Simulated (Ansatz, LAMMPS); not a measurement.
## Zn2+ BF4- in dimethoxyethane and tetrahydrofuran at 540 K (85 atoms): support functions against a reference

Wanted: errors and times of a linear-scaling basis for Zn2+ BF4- in dimethoxyethane and tetrahydrofuran at 540 K (85 atoms). A setting counts as converged where the r.m.s. difference of forces stays under 1 % of the r.m.s. force.

Program: Ansatz 0.2.0. Level of theory: Kohn-Sham DFT, PBE+D3(BJ), PAW (set soft_2), plane waves. Values are calculated unless marked as measured.

**1. Set-up**

The cell holds 85 atoms: 20 C, 8 O, 46 H, 2 B, 8 F and 1 Zn. Its edges and angles: a = 10.202 Å, b = 10.202 Å, c = 10.202 Å, α = 90.0°, β = 90.0°, γ = 90.0°. 3 dimethoxyethane, 2 tetrahydrofuran, 1 Zn2+, 2 BF4- placed at random, at 1.02 g/cm³; overlaps pushed apart, then 10 ps at 590 K with stiff harmonic cages for PF6 and BF4 with UFF radii; divalent ions of Li, Roberts, Chakravorty and Merz (J. Chem. Theory Comput. 9, 2733 (2013)); MMFF94 bonds, angles, torsions, charges and radii (Halgren, J. Comput. Chem. 17, 490 (1996)) in harmonic and 12-6 forms; charges of ions scaled by 0.8. Snapshot after 30 ps at 540 K and fixed volume.

Limits known from the start: The network of contacts between molecules at the start is that of the classical potential that made the cell, and needn't be the one that DFT or experiment would give. The density was typed from a rule of thumb and may lie off the real one at this temperature. Sampling is at Γ alone, for a cell whose shortest periodic width is 10 Å.

**2. How the cell was made**

A classical potential makes the cell, at a small fraction of what the same run would cost in DFT.

This step: classical MD, stiff harmonic cages for PF6 and BF4 with UFF radii; divalent ions of Li, Roberts, Chakravorty and Merz (J. Chem. Theory Comput. 9, 2733 (2013)); MMFF94 bonds, angles, torsions, charges and radii (Halgren, J. Comput. Chem. 17, 490 (1996)) in harmonic and 12-6 forms; charges of ions scaled by 0.8 (LAMMPS 22 Jul 2025 - Update 4).

in.lmp reads:

```
# Zn2+ BF4- in dimethoxyethane and tetrahydrofuran
units real
atom_style full
boundary p p p
bond_style harmonic
angle_style harmonic
dihedral_style opls
improper_style harmonic
special_bonds lj 0 0 0.5 coul 0 0 0.75
read_data data.lmp
neigh_modify delay 0 every 1 check yes one 4000
comm_modify cutoff 12.0
timestep 0.5
thermo_style custom step time temp pe press density
thermo_modify norm yes
# push overlapping molecules apart
pair_style soft 2.6
pair_coeff * * 0.0
variable a equal ramp(1,60)
fix ad all adapt 1 pair soft a * * v_a
velocity all create 590 8911 mom yes dist gaussian
fix lim all nve/limit 0.03
fix lan all langevin 590 590 50 8912 zero yes
thermo 1000
run 3000 post no
unfix ad
pair_style lj/cut/coul/long 9.0
pair_modify mix arithmetic tail yes
pair_coeff 1 1 0.0678 3.3680   # C
pair_coeff 2 2 0.0763 3.0430   # O
pair_coeff 3 3 0.0216 2.5400   # H
pair_coeff 4 4 0.1800 3.6375   # B
pair_coeff 5 5 0.0500 2.9970   # F
pair_coeff 6 6 0.0035 2.2736   # Zn
# [... 18 lines left out ...]
compute msd all msd com yes
thermo 7500
fix md all nvt temp 540 540 100
run 30000 post no
print "== T540: mean square displacement over the hold $(c_msd[4]:%.2f) A^2"
unfix md
uncompute msd
write_dump all custom T540.dump id type xs ys zs modify sort id
```

Run with:

```
lmp -in in.lmp -log none -nocite
```

Output:

```text
LAMMPS (22 Jul 2025 - Update 4)
Reading data file ...
  orthogonal box = (0 0 0) to (10.20225 10.20225 10.20225)
  85 atoms
  orthogonal box = (0 0 0) to (10.20225 10.20225 10.20225)
  91 bonds
  128 angles
  129 dihedrals
WARNING: Bond/angle/dihedral extent > half of periodic box length
   Step          Time           Temp          PotEng         Press         Density
         0   0              590            0.47628449     1813.5629      1.0220012
      1000   500            514.39653      1.9977652      10172.354      1.0220012
      2000   1000           555.5242       1.9281971      7912.3093      1.0220012
      3000   1500           499.25062      1.7269559      10964.243      1.0220012
WARNING: Bond/angle/dihedral extent > half of periodic box length
Loop time of 0.134869 s on 1 MPI rank(s) for 3000 steps with 85 atoms
PPPM initialization ...
  G vector (1/distance) = 0.27779433
  grid = 5 5 5
  estimated relative force accuracy = 5.2858641e-05
WARNING: Bond/angle/dihedral extent > half of periodic box length
   Step          Time           Temp          PotEng         Press         Density
      3000   1500           499.25062     -0.41642469    -5730.0197      1.0220012
[... 17 lines left out ...]
Loop time of 0.404162 s on 1 MPI rank(s) for 2000 steps with 85 atoms
WARNING: Bond/angle/dihedral extent > half of periodic box length
   Step          Time           Temp          PotEng         Press         Density
      2000   1000           593.76789     -2.2293429      10026.966      1.0220012
[... 5 lines left out ...]
WARNING: Bond/angle/dihedral extent > half of periodic box length
Loop time of 2.15779 s on 1 MPI rank(s) for 10000 steps with 85 atoms
WARNING: Bond/angle/dihedral extent > half of periodic box length
   Step          Time           Temp          PotEng         Press         Density
[... 4 lines left out ...]
WARNING: Bond/angle/dihedral extent > half of periodic box length
Loop time of 1.08685 s on 1 MPI rank(s) for 5000 steps with 85 atoms
WARNING: Bond/angle/dihedral extent > half of periodic box length
   Step          Time           Temp          PotEng         Press         Density
[... 2 lines left out ...]
     30000   29000          549.60728     -2.7788391     -4183.0594      1.0220012
     37500   36500          561.80464     -2.5181968     -10283.201      1.0220012
     45000   44000          609.02633     -2.5935315      3503.2724      1.0220012
     47000   46000          538.50807     -2.7626689     -10670.046      1.0220012
WARNING: Bond/angle/dihedral extent > half of periodic box length
Loop time of 6.43937 s on 1 MPI rank(s) for 30000 steps with 85 atoms
== T540: mean square displacement over the hold 23.05 A^2
```

Elapsed: 11 s, on 1 thread of Intel Xeon 6975P-C (Granite Rapids), shared host; peak memory 0.12 GiB.

The input also reads data.lmp (atoms, bonds and types; not printed here).

**3. Plane-wave single point**

The first run uses the default basis; a harder plane-wave run follows as the reference for the support functions.

input.yaml reads:

```yaml
crystal:
  lattice:
    - [10.20225, 0.0, 0.0]
    - [0.0, 10.20225, 0.0]
    - [0.0, 0.0, 10.20225]
  atoms:
    - { symbol: C, position: [0.1829, 0.31562, 0.24042] }
    - { symbol: O, position: [0.095, 0.42436, 0.27237] }
    - { symbol: C, position: [0.17803, 0.54262, 0.26332] }
    - { symbol: C, position: [0.09898, 0.65641, 0.31392] }
    - { symbol: O, position: [0.95478, 0.64183, 0.28508] }
    - { symbol: C, position: [0.9285, 0.74044, 0.17544] }
    - { symbol: H, position: [0.22056, 0.33579, 0.13507] }
    - { symbol: H, position: [0.1276, 0.22626, 0.23227] }
    - { symbol: H, position: [0.27051, 0.30797, 0.30476] }
    - { symbol: H, position: [0.20821, 0.56692, 0.16327] }
    - { symbol: H, position: [0.26841, 0.52562, 0.32611] }
    - { symbol: H, position: [0.13778, 0.75765, 0.2882] }
    - { symbol: H, position: [0.10046, 0.64377, 0.41966] }
    - { symbol: H, position: [0.94174, 0.84328, 0.21248] }
    - { symbol: H, position: [0.82348, 0.73136, 0.15281] }
    - { symbol: H, position: [0.98699, 0.71961, 0.08233] }
    - { symbol: C, position: [0.62342, 0.4194, 0.2626] }
    - { symbol: O, position: [0.73806, 0.47047, 0.31896] }
    - { symbol: C, position: [0.70129, 0.52981, 0.44094] }
    - { symbol: C, position: [0.82161, 0.54791, 0.52022] }
    - { symbol: O, position: [0.92945, 0.45904, 0.4751] }
    - { symbol: C, position: [0.00131, 0.40967, 0.58417] }
    - { symbol: H, position: [0.62482, 0.31543, 0.29367] }
    - { symbol: H, position: [0.63163, 0.41395, 0.16116] }
    - { symbol: H, position: [0.53298, 0.46853, 0.29985] }
    - { symbol: H, position: [0.64973, 0.44195, 0.49003] }
    - { symbol: H, position: [0.64269, 0.61587, 0.41842] }
    - { symbol: H, position: [0.7954, 0.53288, 0.61942] }
    - { symbol: H, position: [0.85602, 0.64832, 0.51149] }
    - { symbol: H, position: [0.08505, 0.35832, 0.53422] }
    - { symbol: H, position: [0.93055, 0.35132, 0.64732] }
    - { symbol: H, position: [0.05178, 0.48543, 0.64625] }
    - { symbol: C, position: [0.40242, 0.88069, 0.55138] }
    - { symbol: O, position: [0.34919, 0.94554, 0.45052] }
    - { symbol: C, position: [0.46195, 0.98183, 0.36953] }
    - { symbol: C, position: [0.43473, 0.98, 0.22354] }
    - { symbol: O, position: [0.45803, 0.85585, 0.16246] }
    - { symbol: C, position: [0.41623, 0.8543, 0.02992] }
    - { symbol: H, position: [0.32429, 0.87908, 0.61833] }
    - { symbol: H, position: [0.47162, 0.94271, 0.61259] }
    - { symbol: H, position: [0.44077, 0.77836, 0.53064] }
    - { symbol: H, position: [0.56244, 0.94335, 0.38711] }
    - { symbol: H, position: [0.48474, 0.07676, 0.40111] }
    - { symbol: H, position: [0.49683, 0.04752, 0.16972] }
    - { symbol: H, position: [0.33237, 0.00514, 0.21678] }
    - { symbol: H, position: [0.31733, 0.81342, 0.01783] }
    - { symbol: H, position: [0.49462, 0.80413, 0.97434] }
    - { symbol: H, position: [0.40831, 0.94719, 0.98331] }
    - { symbol: C, position: [0.36817, 0.27878, 0.75104] }
    - { symbol: C, position: [0.5141, 0.28175, 0.75583] }
    - { symbol: C, position: [0.54516, 0.25718, 0.89638] }
    - { symbol: O, position: [0.4319, 0.18632, 0.94833] }
    - { symbol: C, position: [0.3334, 0.17713, 0.85165] }
    - { symbol: H, position: [0.34127, 0.25421, 0.64552] }
    - { symbol: H, position: [0.31965, 0.36753, 0.75973] }
    - { symbol: H, position: [0.54077, 0.20517, 0.68931] }
    - { symbol: H, position: [0.56802, 0.36793, 0.72653] }
    - { symbol: H, position: [0.57374, 0.35109, 0.9572] }
    - { symbol: H, position: [0.6297, 0.18917, 0.90019] }
    - { symbol: H, position: [0.34479, 0.08555, 0.80359] }
    - { symbol: H, position: [0.23693, 0.19564, 0.9034] }
    - { symbol: C, position: [0.81694, 0.00933, 0.84226] }
    - { symbol: C, position: [0.89125, 0.04145, 0.72327] }
    - { symbol: C, position: [0.82955, 0.94452, 0.62469] }
    - { symbol: O, position: [0.8078, 0.82626, 0.71209] }
    - { symbol: C, position: [0.82074, 0.86323, 0.83994] }
    - { symbol: H, position: [0.71135, 0.03072, 0.82596] }
    - { symbol: H, position: [0.83855, 0.0648, 0.92622] }
    - { symbol: H, position: [0.87851, 0.14484, 0.68074] }
    - { symbol: H, position: [0.99914, 0.01759, 0.75237] }
    - { symbol: H, position: [0.8874, 0.91734, 0.54086] }
    - { symbol: H, position: [0.73269, 0.97163, 0.5908] }
    - { symbol: H, position: [0.74445, 0.83361, 0.90552] }
    - { symbol: H, position: [0.919, 0.82457, 0.86895] }
    - { symbol: B, position: [0.94572, 0.40704, 0.97865] }
    - { symbol: F, position: [0.07766, 0.40901, 0.00075] }
    - { symbol: F, position: [0.87383, 0.48083, 0.88859] }
    - { symbol: F, position: [0.89616, 0.43395, 0.11008] }
    - { symbol: F, position: [0.92844, 0.26682, 0.95913] }
    - { symbol: B, position: [0.8648, 0.12508, 0.31966] }
    - { symbol: F, position: [0.9722, 0.04142, 0.36773] }
    - { symbol: F, position: [0.91645, 0.25547, 0.31793] }
    - { symbol: F, position: [0.7555, 0.10811, 0.40309] }
    - { symbol: F, position: [0.81865, 0.13238, 0.19151] }
    - { symbol: Zn, position: [0.91402, 0.44228, 0.29113] }
kpoints:
  mp_grid: { grid: [1, 1, 1] }
hamiltonian:
  xc: pbe
  dispersion: d3bj
scf:
  occupations: { method: fixed }
output:
  forces: true
  stress: true
  populations: intrinsic
  dos:
    method: { smearing: { sigma: 0.08 } }
    de: 0.1
    projected: { site_lists: { B: [B], C: [C], F: [F], H: [H], O: [O] } }
  eigenvalues: true
  write_density: true
  write_potential: true
  volumetric_format: npy
```

Run with:

```
ansatz run input.yaml --threads 8 --pin off --max-ram 15872MiB --backend cpu --events-out ev --progress --plain --runs-dir out
```

Output:

```text
Engine: ansatz 0.2.0, x86_64-unknown-linux-gnu
Pseudopotentials: kind: paw
Pseudopotential: C, paw, valence charge 4, recommended cutoff 420 eV (normal), C.paw.azcp
Pseudopotential: O, paw, valence charge 6, recommended cutoff 420 eV (normal), O.paw.azcp
Pseudopotential: H, paw, valence charge 1, recommended cutoff 420 eV (normal), H.paw.azcp
Pseudopotential: B, paw, valence charge 3, recommended cutoff 420 eV (normal), B.paw.azcp
Pseudopotential: F, paw, valence charge 7, recommended cutoff 420 eV (normal), F.paw.azcp
Pseudopotential: Zn, paw, valence charge 12, recommended cutoff 420 eV (normal), Zn.paw.azcp
[... 5 lines on functional and potentials left out ...]
Crystal: 85 atoms, lattice volume = 1061.910 Å³
Basis set: ecut = 420 eV, 20719 PW (Γ), exchange–correlation on 144×144×144 points (8 copies of the dense FFT grid, shifted against one another)
Bands: 209, of which v1, the nominal top of the filled ones, is band 124 counted from 1 (123 counted from 0)
Symmetry: 1 space group operations
Space group: P1 (ITA 1), of the structure as read, at distance tolerance 1.0e-4 Å
k-points: 1
[... 13 lines on functional and potentials left out ...]
Initial density: superposition of atomic densities (neutral atoms: chi_scale 0, normalization atom), corrected by the library's trained network
Initial wavefunctions: pseudopotential atomic-orbital guess
Functional: x = pbe(κ = 0.804, μ = 0.219515), c = pbe(β = 0.066725)
SCF iter   1: F=—  HF=-20392.513869 eV  |F-HF|=—  |Δ(HF+E_count)|=         —  Δρ=6.02e-3  dr2=8.40e-1  ethr=1.77e-3  ⟨swp⟩=5.0  Hψ=726  notcnv=0  defer=83
preconditioner: auto → Resta (q_TF=auto, 2.141 Å⁻¹)  ε∞=2.2  [insulator: Δε(μ)=4.590 eV  Ē_g=16.012 eV  n_scr=178 (ndim 8)  ℏωp=17.8 eV  f_vac=0.375  ε∞_Penn≈2.2]
SCF iter   2: F=—  HF=-20392.286606 eV  |F-HF|=—  |Δ(HF+E_count)|=   2.27e-1  Δρ=3.26e-3  dr2=2.09e-1  ethr=3.39e-4  ⟨swp⟩=2.0  Hψ=262  notcnv=0  defer=83
SCF iter   3: F=—  HF=-20392.230860 eV  |F-HF|=—  |Δ(HF+E_count)|=   5.57e-2  Δρ=1.80e-3  dr2=6.04e-2  ethr=8.41e-5  ⟨swp⟩=2.0  Hψ=296  notcnv=0  defer=83
SCF iter   4: F=—  HF=-20392.212602 eV  |F-HF|=—  |Δ(HF+E_count)|=   1.83e-2  Δρ=6.99e-4  dr2=7.11e-3  ethr=2.44e-5  ⟨swp⟩=3.0  Hψ=249  notcnv=0  defer=83
SCF iter   5: F=—  HF=-20392.210860 eV  |F-HF|=—  |Δ(HF+E_count)|=   1.74e-3  Δρ=2.35e-4  dr2=6.96e-4  ethr=2.87e-6  ⟨swp⟩=2.0  Hψ=354  notcnv=0  defer=83
SCF iter   6: F=—  HF=-20392.210803 eV  |F-HF|=—  |Δ(HF+E_count)|=   5.78e-5  Δρ=1.05e-4  dr2=9.65e-5  ethr=2.81e-7  ⟨swp⟩=2.0  Hψ=246  notcnv=0  defer=83
SCF iter   7: F=—  HF=-20392.211624 eV  |F-HF|=—  |Δ(HF+E_count)|=   8.21e-4  Δρ=4.65e-5  dr2=1.76e-5  ethr=3.89e-8  ⟨swp⟩=2.0  Hψ=258  notcnv=0  defer=82
SCF iter   8: F=—  HF=-20392.211620 eV  |F-HF|=—  |Δ(HF+E_count)|=   3.91e-6  Δρ=1.31e-5  dr2=1.91e-6  ethr=7.11e-9  ⟨swp⟩=2.0  Hψ=243  notcnv=0  defer=82
SCF iter   9: F=—  HF=-20392.211620 eV  |F-HF|=—  |Δ(HF+E_count)|=   1.80e-7  Δρ=5.68e-6  dr2=3.27e-7  ethr=7.72e-10  ⟨swp⟩=2.0  Hψ=253  notcnv=0  defer=83
SCF iter  10: F=-20392.211620 eV  HF=-20392.211620 eV  |F-HF|=2.74e-8  |Δ(HF+E_count)|=   3.27e-8  Δρ=2.26e-6  dr2=5.39e-8  ethr=4.03e-11  ⟨swp⟩=26.0  Hψ=2148  notcnv=0
SCF 1 converged in 10 iterations: F = -20392.211620 eV  dr2 = 5.39e-8
  greatest PAW one-centre occupation: 0.995 electrons in one spin orbital (limit 2), on the Zn atom at site 84 (counted from 0), in its partial waves of l = 2
WARN: The input density's exchange-correlation potential varies sharply where the density is thin. Do not read a vacuum level from v_tot or v_xc, or from such a field of the output density. On a cell that repeats whose density bears no net charge and no dipole along the vacuum's axis use v_es (v_loc + v_h of the components); [...]
SCF converged after 10 iterations
Free energy (F): -20392.211620 eV
Harris-Foulkes:  -20392.211620 eV  (|F-HF|=2.74e-8)
Internal energy: -20392.211620 eV  (E = F + TS)
E sigma→0 (E₀):  -20392.211620 eV
Fermi energy:    -0.899069 eV
--- Per-component energies (eV) ---
  E_band       = -2255.666992
  E_kinetic    = 5759.205450
  E_local      = -31952.361278  (includes V_loc(G=0)·N_el)
  E_nonlocal   = 2240.532646
  E_hartree    = 13258.277922
  E_xc         = -2800.252166
  E_vxc        = -3416.634278  (∫ρ·V_xc dr)
  E_paw        = -6879.113832  (= ΣΔE_a)
  E_vpaw       = -1402.942371  (= ΣTr[D̂ρ^β])
  E_aug_tail   = -0.027013  (compensation charges beyond the density's cutoff)
  E_ewald      = -15.058490
  E_disp       = -3.414860  (pairwise vdW)
  E_smearing   = -0.000000  (= −TS)
  E_closure    = -0.000000  (closes the sum)
  Σ components = -20392.211620   (vs F -20392.211620, Δ=0.00e0)
--- Forces (eV/Å), atoms counted from 1 ---
  atom   1  C      0.81032133     0.55525018    -2.37778651
  atom   2  O      4.90375800     0.27721656    -0.17354076
  atom   3  C     -0.07577696     0.00099536     0.01728355
  atom   4  C     -0.91111072     0.30847243     1.44035265
  atom   5  O      2.05908002     2.90249112    -1.98631302
  atom   6  C     -0.44412672    -0.40722323     0.04966756
  atom   7  H     -0.36942507    -0.32244673     1.58503205
  atom   8  H     -0.36806769    -0.41868402     0.42276414
  atom   9  H     -0.65780763     0.14551824     0.19271090
  atom  10  H      0.04308740    -0.80872385    -0.38746599
  atom  11  H     -0.82747120     0.31554490    -0.57348425
  atom  12  H     -0.47466595    -1.19176610     0.12460857
  atom  13  H     -0.02110466     0.50866267     0.53583496
  atom  14  H      0.30487147    -0.86323856    -0.09420985
[...]
atom  84  F     -0.20119869    -2.29903873    -0.75809700
  atom  85  Zn     0.35533851     0.01435311    -0.70950787
  max |Σ_I F_I| component: 5.89e-5 eV/Å
--- Stress (GPa, compression-positive) ---
        0.920403       0.760304       0.243397
        0.760304       1.844045       0.651408
        0.243398       0.651409       3.488029
  P = ⅓ Tr σ = 2.0842 GPa (20.842 kbar)
--- Band table (eV) ---
  k-point 0: bands = ["-25.9103", "-25.7871", "-24.5721", "-24.5057", [... 193 levels ...], "9.5248", "9.5330", "9.6000", "9.6983", "9.7467", "9.8461", "9.8789", "9.9451", "9.9770", "10.0240", "10.0916", "10.1211"]
--- intrinsic populations: 85 sites ---
  site symbol       q [e]
     0      C      4.3084
     1      O      6.4365
     2      C      4.1311
[...]
84     Zn     10.4376
  spilling = 0.000000 (of n_electrons = 248.000000)
```

It took 2.7 s on 8 threads of Intel Xeon 6975P-C (Granite Rapids), shared host; peak memory 1.2 GiB.

The program notes that the exchange-correlation potential is rough where the density is thin.

Read from the output:

```yaml
free_energy: -20392.2116 eV
free_energy_per_atom: -239.9084 eV/atom
scf_cycles: 10
pressure: 2.084 GPa
r_m_s_force_component: 1.082 eV/Å
longest_force: 4.915 eV/Å
fermi_energy: -0.8991 eV
spacing_of_highest_filled_and_lowest_empty_level: 3.558 eV
```

The r.m.s. force component of 1.1 eV/Å sets the scale for the differences below.

(Continued in part 2 of 3.)

[Long decimals in the printed logs are rounded to 6 places.]

[Logs are printed without paths, hosts, clocks, repeated set-up lines and the standing remarks that a program may print on its own settings, such as how far it seeks lower states.]

[Hosts, paths, dates, database ids (printed as entryN), source tags and the programs' standing remarks are cut or masked in the printed files.]

[The MMFF94 radii named for the starting cell were scaled by 0.96; in molecules described by MMFF94, hydrogen bound to N, O or S took a small fixed 12-6 site in their place.]
